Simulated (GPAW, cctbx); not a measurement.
# How far are the atoms of Be3ZnSe4 from free atoms?

Question: by how much does bonding change the structure factors of Be3ZnSe4?

The cell is our own: ordered zincblende alloy in the eight-atom cube, 3 of 4 Zn sites given to Be. All numbers below are calculated.

### 1. Relax the structure

The density hangs on the geometry, so cell and atoms are relaxed first, with the symmetry held. The cutoff is set higher than for the density because stress converges slowly with plane waves.

Settings: GPAW 26.7.0, PBE, 650 eV, 4×4×4 k-points, Fermi–Dirac width 0.02 eV, BFGS to 0.02 eV/Å.

```text
cell
1.0
     5.320000000    0.000000000    0.000000000
     0.000000000    5.320000000    0.000000000
     0.000000000    0.000000000    5.320000000
Be Se Zn
3 4 1
Direct
0.000000000 0.000000000 0.500000000
0.000000000 0.500000000 0.000000000
0.500000000 0.000000000 0.000000000
0.250000000 0.250000000 0.750000000
0.250000000 0.750000000 0.250000000
0.750000000 0.250000000 0.250000000
0.750000000 0.750000000 0.750000000
0.500000000 0.500000000 0.500000000
```

```console
$ OMP_NUM_THREADS=1 mpirun -n 4 gpaw python run.py > gpaw.log
```

```text
BFGS:    0      -31.850914        1.845693
BFGS:    1      -32.022286        1.385417
BFGS:    2      -32.261648        0.150257
BFGS:    3      -32.264801        0.012868
cell  5.3270 5.3270 5.3270  90.00 90.00 90.00
volume 151.161 A^3, largest force 0.007 eV/A, largest stress 0.02 GPa
```

After 3 steps the volume has changed by +0.4 % and the energy by -0.414 eV; the largest stress left is 0.02 GPa. It took 58 s on 4 cores of Arm Neoverse N1 (shared host), peak memory 0.89 GiB.

Relaxed structure: P-43m (no. 215), a = 5.3270 Å, b = 5.3270 Å, c = 5.3270 Å, α = 90.00°, β = 90.00°, γ = 90.00°.

```
atom  mult.       x       y       z
 Se1      4  0.2375  0.2375  0.7625
 Zn1      1     1/2     1/2     1/2
 Be1      3       0       0     1/2
```

### 2. Density and charge transfer

X-rays see the whole electron density, so the PAW density is rebuilt with its core regions. Subtracting spherical free atoms from the same code cancels the cores and leaves the deformation density Δρ, the part due to bonding.

Settings: PBE, 600 eV, 4×4×4 k-points, Fermi–Dirac width 0.02 eV; primitive cell of 8 atoms.

```console
$ OMP_NUM_THREADS=1 mpirun -n 4 gpaw python run.py > gpaw.log
```

```text
|iter:   1|       0s |  -32.784048 | +0.12 |       |
|iter:   2|       1s |  -32.675915 | -1.89 | -1.09 |
|iter:   3|       2s |  -32.298213 | -1.09 | -1.12 |
...
|iter:   8|       8s |  -32.263047c| -5.75 | -3.64 |
|iter:   9|       9s |  -32.263049c| -7.09 | -4.08c|
|iter:  10|       9s |  -32.263049c| -7.61c| -4.92c|
```

```text
grid (64, 64, 64)  electrons 178.000  moved by bonding 1.580 e
deformation density beyond 0.5 A of the nuclei: max 0.138, min -0.076 e/A^3
atom        x       y       z   Voronoi charge  moment
Se1    0.2375  0.2375  0.7625     -0.100       0.00
Se2    0.2375  0.7625  0.2375     -0.100       0.00
Se3    0.7625  0.2375  0.2375     -0.100       0.00
Se4    0.7625  0.7625  0.7625     -0.100       0.00
Zn5    0.5000  0.5000  0.5000      0.241       0.00
Be6    0.0000  0.0000  0.5000      0.053       0.00
Be7    0.0000  0.5000  0.0000      0.053       0.00
Be8    0.5000  0.0000  0.0000      0.053       0.00
mean inner potential of superposed free atoms 13.822 V
total magnetic moment 0.000 muB
```

Deformation density in a plane through the shortest contact of the Se atom at the origin, in 0.01 e/Å³ (clipped at ±99); x from -1.6 to 3.9 Å, y from 2.4 down to -2.4 Å:

```text
  4   3   .   3  -4  -4  -2  -2  -1  -1  -1  -1  -1  -1  -1  -1
  6   .   .   .  -4  -4  -2  -2  -1  -1  -1  -1  -1  -1  -1  -1
  1  -1   4   5   1  -1  -1  -1  -2  -2  -2  -2  -1  -1  -1  -1
 -1  -1   5  11  10   4   0  -1  -2  -3  -3  -2  -1  -1  -1  -1
 -1   1   6  12   9   3   1   2   0  -3  -5  -3  -2  -2  -2  -1
 -1  -1   1   0   .  -4   2   9   6   0   2   .  -2  -3  -3  -2
 -1  -2  -4  -4   .   .   2  13  10   5   .   .   0  -5  -3  -2
 -1  -1  -1  -2   .  -3   1   8   6   1   3   .   2  -1  -2  -2
 -1   0   1   2  -1  -4  -2   1   1  -2   0   6   9   6   1  -1
 -1  -1   0   1   0  -2  -2  -1  -1  -1   3  10  13   8   2   1
 -2  -1  -1  -1  -1  -1  -1  -1  -1  -1   1   4   2  -2  -2   4
 -2  -2  -2  -1  -1  -1  -1  -1  -1  -1  -2  -3   .   .   .   8
 -2  -2  -1  -1  -1  -1  -1  -1  -1  -1  -1  -1  -3   .  -3   6
```

Atoms in or within 0.15 Å of the plane: Se (0.0, 0.0), Be (2.3, 0.0), Be (-0.8, 2.1) Å. Dots mark points within about 0.45 Å of a nucleus; large values next to them are atomic features.

Se gains most (-0.10 e) and Zn loses most (+0.24 e); Se is the most electronegative element, but the order of the others doesn't follow electronegativity. Such charges fall far short of formal ones, since overlapping free atoms already put density on their neighbours. Along the shortest contact from the Se atom at the map's origin, Se–Be at 2.27 Å, Δρ is +0.13 e/Å³ at the midpoint and highest, +0.14, 1.03 Å from Se (points within 0.5 Å of a nucleus left out): a bond charge, the mark of covalency. At the midpoints of other shortest contacts it is +0.10 (Se–Zn, 2.42 Å) e/Å³. Point values carry grid noise of about 0.01 e/Å³. The run needed 10 iterations, 20 s.

### 3. Structure factors

The Fourier components of Δρ, added to those of the free atoms, give the static X-ray structure factors; the Mott–Bethe relation turns them into the Fourier components V of the potential that fast electrons feel.

```text
static structure factors of the conventional cell: F in electrons, V (Mott-Bethe) in volts
   h  k  l      d  |F| table  |F| free   |F| DFT   change   |V| free  |V| DFT  change %
   0  1  0  5.3270    15.040    15.045    14.881   -0.164     0.245    0.386     57.6
   0  1  1  3.7668    24.842    24.829    24.696   -0.133     0.864    0.921      6.6
   1  1  1  3.0755   117.922   118.001   118.662    0.661     6.678    6.485     -2.9
   0  2  0  2.6635    77.402    77.503    77.652    0.148     3.188    3.157     -1.0
   0  2  1  2.3823    30.147    30.055    29.954   -0.102     1.116    1.133      1.6
   1  2  1  2.1747    26.150    26.060    25.950   -0.110     0.989    1.003      1.4
   0  2  2  1.8834   122.695   122.496   122.285   -0.211     5.612    5.634      0.4
   0  3  0  1.7757    41.958    41.799    41.708   -0.091     1.525    1.534      0.6
   1  2  2  1.7757    12.538    12.410    12.422    0.012     0.339    0.338     -0.3
   0  3  1  1.6845    17.426    17.294    17.304    0.010     0.535    0.534     -0.2
   1  3  1  1.6062    92.256    92.079    91.678   -0.402     3.606    3.638      0.9
   2  2  2  1.5378    61.950    61.945    61.758   -0.187     1.943    1.957      0.7
   0  3  2  1.4774     2.591     2.663     2.648   -0.015     0.178    0.179      0.6
   1  3  2  1.4237    23.087    22.987    22.998    0.011     0.748    0.748     -0.1
```

The largest X-ray change is +0.66 e on 111, 0.6 % of |F|. For electrons V goes as (Z − F)/g², so a change of F counts against Z − F, which is small at low angle and wherever the atoms' terms cancel: |V| of 010 moves by +57.6 % (0.24 to 0.39 V) against -1.1 % in |F|. The tabulated Hartree–Fock atoms differ from the free DFT atoms by up to 0.20 e, so the choice of reference atom matters too.

### 4. Answer

Bonding moves 1.58 e in the primitive cell of Be3ZnSe4 and changes the structure factors of the conventional cell in the table above by at most 0.66 e (111, 0.6 %), and among reflections above 2 % of the strongest by up to 1.1 % (010). The shortest bond, Se–Be, has Δρ = +0.13 e/Å³ at its midpoint, a covalent bond charge. Limits: static density, frozen cores, no spin–orbit coupling.

[Outputs are excerpts: Python notices, other lines and further rows are left out; steps that failed or that the build refused (PBEsol, TPSS) are not shown.]

[Logs are printed without paths, hosts, clocks, repeated set-up lines and the standing remarks that a program may print on its own settings, such as how far it seeks lower states.]
